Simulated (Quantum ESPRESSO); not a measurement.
# MgB2 (P6/mmm): zone-centre phonons, part 2 of 2

Aim: the zone-centre modes of MgB2 (P6/mmm).

Quantum ESPRESSO 7.5; DFT LDA, scalar-relativistic, plane waves, PseudoDojo norm-conserving pseudopotentials.

So far. Step 2 (A first look): No gap opens on this mesh, so smearing is kept; the start stands at -7.3 GPa. Step 4 (Self-consistent run for the response): The cell stands at -0.032 GPa, close enough for phonons. The relaxed cell has a = 3.035, c = 3.463 Å (conventional setting).

### Step 5. Linear response at Γ

At q = 0 one unit cell holds all displacements; symmetry groups them into irreducible representations that are solved one by one. With smeared occupations no response to a homogeneous field can be asked.

Contents of ph.in:

```
phonons
 &inputph
    prefix='x',
    outdir='./tmp',
    fildyn='g.dyn',
    tr2_ph=1.0d-18,
    alpha_mix(1)=0.4,
    nmix_ph=8,
 /
0.000000000000 0.000000000000 0.000000000000
```

Run with:

```
$ OMP_NUM_THREADS=1 mpirun -n 4 ph.x -nk 4 -in ph.in > ph.out
```

The program printed:

```text
[banners, grids, parts of the stress and lines that vanish by symmetry left out]
[banner, memory and clock lines left out]
Program PHONON v.7.5

     ./tmp/x.save/

     IMPORTANT: XC functional enforced from input :
     Exchange-correlation= PW
                           (   1   4   0   0   0   0   0)
     Any further DFT definition will be discarded
     Please, verify this is what you really want

     G-vector sticks info

     Reading collected, re-writing distributed wavefunctions in ./tmp/

     Number and degeneracy of irreps per q-point
       N         xq(1)         xq(2)         xq(3)   N irreps
       1   0.000000000   0.000000000   0.000000000       6
        1   2   1   1   2   2

     Calculation of q =    0.0000000   0.0000000   0.0000000

     phonons

     bravais-lattice index     =            4
     lattice parameter (alat)  =       5.7363  a.u.
     unit-cell volume          =     186.4737 (a.u.)^3
     number of atoms/cell      =            3
     number of atomic types    =            2
     kinetic-energy cut-off    =      84.0000  Ry
     charge density cut-off    =     336.0000  Ry
     convergence threshold     =      1.0E-18
     beta                      =       0.4000
     number of iterations used =            8
     Exchange-correlation= PW
                           (   1   4   0   0   0   0   0)

     celldm(1)=    5.73626  celldm(2)=    0.00000  celldm(3)=    1.14078
     celldm(4)=    0.00000  celldm(5)=    0.00000  celldm(6)=    0.00000

     crystal axes: (cart. coord. in units of alat)
               a(1) = (  1.0000  0.0000  0.0000 )
               a(2) = ( -0.5000  0.8660  0.0000 )
               a(3) = (  0.0000  0.0000  1.1408 )

     reciprocal axes: (cart. coord. in units 2 pi/alat)
               b(1) = (  1.0000  0.5774 -0.0000 )
               b(2) = (  0.0000  1.1547  0.0000 )
               b(3) = (  0.0000 -0.0000  0.8766 )

     Atoms inside the unit cell:

     Cartesian axes

     site n.  atom      mass           positions (alat units)
        1  Mg     24.3050   tau(    1) = (    0.00000    0.00000    0.00000  )
        2  B      10.8100   tau(    2) = (   -0.00000    0.57735    0.57039  )
        3  B      10.8100   tau(    3) = (    0.50000    0.28868    0.57039  )

     Computing dynamical matrix for
                    q = (   0.0000000   0.0000000   0.0000000 )

     25 Sym.Ops. (with q -> -q+G )

     G cutoff =  280.0511  (  19455 G-vectors)     FFT grid: ( 36, 36, 40)

     number of k points=   162  Marzari-Vanderbilt smearing, width (Ry)=  0.0200

     PseudoPot. # 1 for Mg read from file:
     ./pseudo/Mg.upf
     Pseudo is Norm-conserving, Zval = 10.0
     Using radial grid of 1510 points,  4 beta functions with:
                l(1) =   0
                l(2) =   0
                l(3) =   1
                l(4) =   1

     PseudoPot. # 2 for B  read from file:
     ./pseudo/B.upf
     Pseudo is Norm-conserving + core correction, Zval =  3.0
     Using radial grid of 1498 points,  4 beta functions with:
                l(1) =   0
                l(2) =   0
                l(3) =   1
                l(4) =   1

     Mode symmetry, D_6h(6/mmm) point group:

     Atomic displacements:
     There are    6 irreducible representations

     Representation     1      1 modes -  To be done

     Representation     2      2 modes -  To be done

     Representation     3      1 modes -  To be done

     Representation     4      1 modes -  To be done

     Representation     5      2 modes -  To be done

     Representation     6      2 modes -  To be done

     Alpha used in Ewald sum =   2.8000

     Representation #   1 mode #   1

     Self-consistent Calculation
      iter #   1   av.it.:   3.7
      thresh= 1.000E-02 alpha_mix =  0.400 |ddv_scf|^2 =  2.720E-08
      iter #   2   av.it.:   9.6
      thresh= 1.649E-05 alpha_mix =  0.400 |ddv_scf|^2 =  7.040E-09
      iter #   3   av.it.:   9.7
      thresh= 8.391E-06 alpha_mix =  0.400 |ddv_scf|^2 =  1.048E-10
      iter #   4   av.it.:   9.4
      thresh= 1.024E-06 alpha_mix =  0.400 |ddv_scf|^2 =  6.547E-13
      iter #   5   av.it.:  10.0
      thresh= 8.091E-08 alpha_mix =  0.400 |ddv_scf|^2 =  3.101E-15
      iter #   6   av.it.:   9.3
      thresh= 5.569E-09 alpha_mix =  0.400 |ddv_scf|^2 =  3.120E-17
      iter #   7   av.it.:  10.0
      thresh= 5.586E-10 alpha_mix =  0.400 |ddv_scf|^2 =  8.284E-20

     End of self-consistent calculation

     Convergence has been achieved

     Representation #   2 modes #   2   3

     Self-consistent Calculation
      iter #   1   av.it.:   5.0
      thresh= 1.000E-02 alpha_mix =  0.400 |ddv_scf|^2 =  1.949E-07
      iter #   2   av.it.:  10.5
      thresh= 4.415E-05 alpha_mix =  0.400 |ddv_scf|^2 =  2.376E-08
      iter #   3   av.it.:  11.2
      thresh= 1.541E-05 alpha_mix =  0.400 |ddv_scf|^2 =  9.308E-11
      iter #   4   av.it.:  10.8
      thresh= 9.648E-07 alpha_mix =  0.400 |ddv_scf|^2 =  6.664E-13
      iter #   5   av.it.:  11.1
      thresh= 8.163E-08 alpha_mix =  0.400 |ddv_scf|^2 =  4.344E-14
      iter #   6   av.it.:  11.8
      thresh= 2.084E-08 alpha_mix =  0.400 |ddv_scf|^2 =  1.024E-16
      iter #   7   av.it.:  11.6
      thresh= 1.012E-09 alpha_mix =  0.400 |ddv_scf|^2 =  1.703E-17
[...]
End of self-consistent calculation

     Convergence has been achieved

     Representation #   3 mode #   4

     Self-consistent Calculation
[...]
End of self-consistent calculation

     Convergence has been achieved

     Representation #   4 mode #   5

     Self-consistent Calculation
[...]
End of self-consistent calculation

     Convergence has been achieved

     Representation #   5 modes #   6   7

     Self-consistent Calculation
[...]
End of self-consistent calculation

     Convergence has been achieved

     Representation #   6 modes #   8   9

     Self-consistent Calculation
[...]
iter #   3   av.it.:  12.2
      thresh= 1.127E-04 alpha_mix =  0.400 |ddv_scf|^2 =  4.981E-09
      iter #   4   av.it.:  12.3
      thresh= 7.058E-06 alpha_mix =  0.400 |ddv_scf|^2 =  2.558E-11
      iter #   5   av.it.:  11.2
      thresh= 5.058E-07 alpha_mix =  0.400 |ddv_scf|^2 =  6.816E-12
      iter #   6   av.it.:  11.9
      thresh= 2.611E-07 alpha_mix =  0.400 |ddv_scf|^2 =  5.013E-15
      iter #   7   av.it.:  12.4
      thresh= 7.080E-09 alpha_mix =  0.400 |ddv_scf|^2 =  4.427E-16
      iter #   8   av.it.:  12.6
      thresh= 2.104E-09 alpha_mix =  0.400 |ddv_scf|^2 =  3.465E-18
      iter #   9   av.it.:  12.7
      thresh= 1.861E-10 alpha_mix =  0.400 |ddv_scf|^2 =  5.374E-21

     End of self-consistent calculation

     Convergence has been achieved

     Number of q in the star =    1
     List of q in the star:
          1   0.000000000   0.000000000   0.000000000

     Diagonalizing the dynamical matrix

     q = (    0.000000000   0.000000000   0.000000000 )

 **************************************************************************
     freq (    1) =       0.182337 [THz] =       6.082113 [cm-1]
     freq (    2) =       0.182337 [THz] =       6.082113 [cm-1]
     freq (    3) =       0.410815 [THz] =      13.703308 [cm-1]
     freq (    4) =      10.375938 [THz] =     346.104030 [cm-1]
     freq (    5) =      10.375938 [THz] =     346.104030 [cm-1]
     freq (    6) =      12.474356 [THz] =     416.099711 [cm-1]
     freq (    7) =      18.038470 [THz] =     601.698603 [cm-1]
     freq (    8) =      18.038470 [THz] =     601.698603 [cm-1]
     freq (    9) =      21.188455 [THz] =     706.770797 [cm-1]
 **************************************************************************

     Mode symmetry, D_6h(6/mmm) point group:

     freq (   1-   2) =          6.1  [cm-1]   --> E_1u            I
     freq (   3-   3) =         13.7  [cm-1]   --> A_2u            I
     freq (   4-   5) =        346.1  [cm-1]   --> E_1u            I
     freq (   6-   6) =        416.1  [cm-1]   --> A_2u            I
     freq (   7-   8) =        601.7  [cm-1]   --> E_2g            R
     freq (   9-   9) =        706.8  [cm-1]   --> B_1g
```

The job ended after 2.2 min (4 MPI ranks of AMD EPYC 9R45, shared host; 8.8 min of CPU time).

This step gave:

* largest acoustic frequency at the zone centre before the sum rule: 13.7 cm⁻¹
* highest optical zone-centre mode (no LO-TO term): 706.8 cm⁻¹
* lowest optical zone-centre mode: 346.1 cm⁻¹

The acoustic modes at Γ come out as far as 13.7 cm⁻¹ from zero, where they should vanish, a sizeable error of basis and grid.

### Step 6. Modes with the sum rule

A rigid shift of the crystal must cost nothing, but grids and finite bases break this; the acoustic sum rule is imposed before the matrix is diagonalised again.

Contents of dynmat.in:

```
 &input
    fildyn='g.dyn',
    asr='crystal',
    fileig='dynmat.eig',
 /
```

Run with:

```
$ dynmat.x -in dynmat.in > dynmat.out
```

The program printed:

```text
[banner, memory and clock lines left out]
Program DYNMAT v.7.5

     Reading Dynamical Matrix from file g.dyn
     ...Force constants read
     ...epsilon and Z* not read (not found on file)
     Acoustic Sum Rule: || Z*(ASR) - Z*(orig)|| =    0.000000E+00
     Acoustic Sum Rule: ||dyn(ASR) - dyn(orig)||=    5.061197E-04
     A direction for q was not specified:TO-LO splitting will be absent

     Polarizability (A^3 units)
     multiply by 1.000000 for Clausius-Mossotti correction
         0.000000    0.000000    0.000000
         0.000000    0.000000    0.000000
         0.000000    0.000000    0.000000

     IR activities are in (D/A)^2/amu units

# mode   [cm-1]    [THz]      IR
    1     -0.00   -0.0000    0.0000
    2      0.00    0.0000    0.0000
    3      0.00    0.0000    0.0000
    4    346.15   10.3775    0.0000
    5    346.15   10.3775    0.0000
    6    416.30   12.4804    0.0000
    7    601.70   18.0385    0.0000
    8    601.70   18.0385    0.0000
    9    706.77   21.1885    0.0000

[end of the log left out, with the tail of the file of modes that dynmat.x writes under the same name]
```

Run time: 0.6 s. Hardware: 1 thread.

Unit eigenvectors of the mass-weighted matrix after the sum rule; no LO-TO term. The modes at Γ (shares of kinetic energy by element, %):

| mode | frequency (cm⁻¹) | symmetry | Mg % | B % |
| --- | --- | --- | --- | --- |
| 1 | 0.0 | acoustic | 53 | 47 |
| 2 | 0.0 | acoustic | 53 | 47 |
| 3 | 0.0 | acoustic | 53 | 47 |
| 4 | 346.2 | E1u | 47 | 53 |
| 5 | 346.2 | E1u | 47 | 53 |
| 6 | 416.3 | A2u | 47 | 53 |
| 7 | 601.7 | E2g | 0 | 100 |
| 8 | 601.7 | E2g | 0 | 100 |
| 9 | 706.8 | B1g | 0 | 100 |

Displacements in mode 5 (346.2 cm⁻¹), the largest set to 1:
```
Mg1 -0.41  0.89  0.00
B2   0.46 -1.00  0.00
B3   0.46 -1.00  0.00
```

Displacements in mode 8 (601.7 cm⁻¹), the largest set to 1:
```
Mg1  0.00  0.00  0.00
B2   0.22  1.00  0.00
B3  -0.22 -1.00  0.00
```

The rule moves no optical mode by more than 0.3 cm⁻¹.

### Step 7. Summary of results

```yaml
space_group_after_relaxation: P6/mmm
volume_per_atom: 9.21 Å³
highest_optical_zone_centre_mode_no_lo_to_term: 706.8 cm⁻¹
lowest_optical_zone_centre_mode: 346.1 cm⁻¹
imaginary_optical_modes_at_the_zone_centre_no_q_mesh_in_this_session: none
```

**Reading.** At the LDA level the optical modes of MgB2 (P6/mmm) at the zone centre run from 346 to 707 cm⁻¹. Of the 6 optical modes, 3 are infrared active alone, 2 are Raman active alone and 1 is silent; inversion symmetry keeps the two sets apart. Left out of this account: PBE with PseudoDojo NC, since it is gradient-corrected and no frozen-mode check or second program bears its response out; PBEsol with PseudoDojo NC, since it is gradient-corrected and no frozen-mode check or second program bears its response out. What is said of the levels holds for those shown. These are harmonic frequencies at zero temperature: anharmonic shifts and linewidths and thermal expansion are left out. In a metal the frequencies hang on the k mesh and the smearing, most of all near Kohn anomalies.

Comparison with the measured values:

```
                                      quantity  measured  LDA PseudoDojo norm-conserving, Quantum ESPRESSO
                        lattice constant a (Å)     3.086                                    3.035 (-1.6 %)
                        lattice constant c (Å)     3.523                                    3.463 (-1.7 %)
Raman mode, E2g boron stretching mode … (cm⁻¹)       635                                      602 (-5.2 %)
```

Measured values from arxiv:cond-mat/0105402 (2001) and arxiv:0710.2801 (2007).

**Verdict.** The lattice constant a is off by -1.6 %: a clear miss. The lattice constant c is off by -1.7 %: fair agreement. The Raman mode is off by -5.2 %: fair agreement. The grades are ours: good and fair within 0.7 and 1.5 % for the lattice constant a, 0.8 and 2 % for the lattice constant c and 3 and 7 % for the Raman mode. Zero-point motion and thermal expansion (measured at up to 300 K) are not in the computed lattice constants and Raman mode.

[Host names and launcher messages were left out of these logs when they were recorded.]

[Logs are printed without paths, hosts, clocks, repeated set-up lines and the standing remarks that a program may print on its own settings, such as how far it seeks lower states.]

[Hosts, paths, dates, database ids (printed as entryN), source tags and the programs' standing remarks are cut or masked in the printed files.]
